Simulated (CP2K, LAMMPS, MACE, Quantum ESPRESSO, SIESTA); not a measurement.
# Relaxing amorphous Hg33S25Se8 (66 atoms) with cheaper methods

Aim: relax amorphous Hg33S25Se8 (66 atoms) with MACE MPA-0 medium, CP2K double zeta and SIESTA DZP, then solve each end with plane waves to see how good it is.

These are calculated values.

### 1. The structure

The cell holds 66 atoms (33 Hg, 25 S and 8 Se), with edges of 12.03, 12.03 and 12.03 Å. Recipe: 66 atoms (33 Hg, 25 S, 8 Se) placed at random at 7.67 g/cm³, melted at 2500 K for 10 ps at fixed volume with the Stillinger-Weber II-VI potential (Zhou et al., Phys. Rev. B 88, 085309 (2013)). Quenched from 2500 K to 500 K at 300 K/ps and fixed volume, held 5 ps, then minimised at fixed cell.

### 2. The judge

Quantum ESPRESSO 7.5: Kohn-Sham DFT, PBE, SSSP efficiency 1.3.0 pseudopotentials, plane waves. Its input for the start:

```
&control
  calculation = 'scf'
  pseudo_dir = './pseudo'
  outdir = './tmp'
  disk_io = 'none'
  tprnfor = .true.
  tstress = .true.
/
&system
  ibrav = 0
  nat = 66
  ntyp = 3
  ecutwfc = 55
  ecutrho = 440
  nosym = .true.
  occupations = 'smearing'
  smearing = 'fd'
  degauss = 0.003675
/
&electrons
  conv_thr = 3.3e-07
  electron_maxstep = 100
  mixing_beta = 0.4
  mixing_mode = 'plain'
  diagonalization = 'david'
/
ATOMIC_SPECIES
Hg 200.592 Hg.upf
S 32.060 S.upf
Se 78.971 Se.upf
CELL_PARAMETERS angstrom
12.03400 0.00000 0.00000
0.00000 12.03400 0.00000
0.00000 0.00000 12.03400
ATOMIC_POSITIONS crystal
Hg 0.94118 0.47204 0.83383
Hg 0.30876 0.12376 0.16290
Hg 0.01901 0.24271 0.68093
[... 61 atom lines left out ...]
Se 0.80978 0.88758 0.30448
Se 0.01654 0.09158 0.50587
K_POINTS gamma
```

It took 11 min on 4 MPI ranks of Arm Neoverse V2, shared host; peak memory 5.7 GiB; 43 min of CPU time.

At the start it finds an r.m.s. force component of 0.37 eV/Å and a pressure of -0.0047 GPa. The same input is run at the end of each relaxation.

### 3. The relaxations

The DFT methods use the judge's functional, PBE. 

Times are CPU times on a shared host and are rough.

```
           method                      basis or training data  geometry steps  reached its threshold  own energy change (meV/atom)  r.m.s. move (Å)  largest move (Å)  CPU time
MACE MPA-0 medium          trained on PBE(+U) plane-wave data             137                    yes                        -215.1             0.89              1.51   2.2 min
 CP2K double zeta  DZVP-MOLOPT-SR, GTH-PBE potentials, 480 Ry              82                     no                        -225.0             1.00              2.14       4 h
       SIESTA DZP    DZP orbitals, shift 0.01 Ry, mesh 250 Ry              89                     no                        -243.0             1.02              2.28     1.7 h
```

### 4. The ends, solved with plane waves

| geometry | energy less the start's (meV/atom) | r.m.s. force (eV/Å) | longest force (eV/Å) | pressure (GPa) | Kohn-Sham gap (eV) |
| --- | --- | --- | --- | --- | --- |
| start | 0.0 | 0.371 | 1.17 | 0.00 | - |
| end of MACE MPA-0 medium | -212.4 | 0.124 | 0.45 | 1.78 | 0.37 |
| end of CP2K double zeta | -230.9 | 0.066 | 0.25 | 1.28 | 1.01 |
| end of SIESTA DZP | -194.1 | 0.219 | 0.91 | 0.57 | 0.89 |

A dash marks a value that wasn't kept, partly filled levels or a spacing under 0.15 eV.

### 5. Do they end in the same place?

Distances between the ends, with any common shift taken off:

| ends | r.m.s. (Å) | largest (Å) |
| --- | --- | --- |
| MACE MPA-0 medium and CP2K double zeta | 0.963 | 1.91 |
| MACE MPA-0 medium and SIESTA DZP | 0.903 | 2.13 |
| CP2K double zeta and SIESTA DZP | 1.104 | 2.96 |

Bonds, counted by one set of cutoffs taken from the start, with their mean length:

```
         geometry  Hg-S (under 3.15 Å)  Hg-Se (under 3.35 Å)
            start         93 at 2.72 Å          36 at 2.83 Å
MACE MPA-0 medium         82 at 2.65 Å          28 at 2.78 Å
 CP2K double zeta         79 at 2.63 Å          25 at 2.77 Å
       SIESTA DZP         88 at 2.67 Å          28 at 2.78 Å
```

### 6. What came out

By plane waves the end of CP2K double zeta lies lowest, 230.9 meV/atom under the start; MACE MPA-0 medium ends 18.6 meV/atom higher and SIESTA DZP ends 36.8 meV/atom higher. The plane-wave r.m.s. force is smallest after CP2K double zeta (0.066 eV/Å) and largest after SIESTA DZP (0.22 eV/Å), against 0.37 eV/Å at the start. CP2K double zeta and SIESTA DZP stopped short of their threshold, so those ends aren't minima even at their own level.

Own against plane-wave energy change: MACE MPA-0 medium -215.1 against -212.4, CP2K double zeta -225.0 against -230.9 and SIESTA DZP -243.0 against -194.1 meV/atom. The ends of CP2K double zeta and SIESTA DZP differ by up to 2.96 Å for one atom, so they aren't one minimum, and their energies differ by path as well as by method. Bonds formed and lost against the start: MACE MPA-0 medium 8 and 27, CP2K double zeta 12 and 37 and SIESTA DZP 15 and 28, of 129. The pressure at the ends spans 0.6 to 1.8 GPa, from 0.0 GPa at the start.

Caveats: Plane waves didn't relax the cell themselves, so each end could still go down at that level. The methods had unlike step limits and thresholds. The quench rate of 300 K/ps is many orders above laboratory rates, so the cell is likely richer in defects and strain than a real sample. The reference samples only Γ, in a cell whose shortest periodic width is 12 Å. Spin–orbit coupling is left out, which matters for the levels of the heavy elements. The plane-wave runs aren't exact: their cutoffs and mesh weren't converged further here. SIESTA's automatically made basis is far from complete, and its potentials were converted by us (checked for H, C, O, Si, Ge and Ca alone). Where levels are smeared, the DFT runs use Fermi–Dirac occupations at 580 K (0.05 eV), and energies are free energies.

[Logs are printed without paths, hosts, clocks, repeated set-up lines and the standing remarks that a program may print on its own settings, such as how far it seeks lower states.]

[Hosts, paths, dates, database ids (printed as entryN), source tags and the programs' standing remarks are cut or masked in the printed files.]
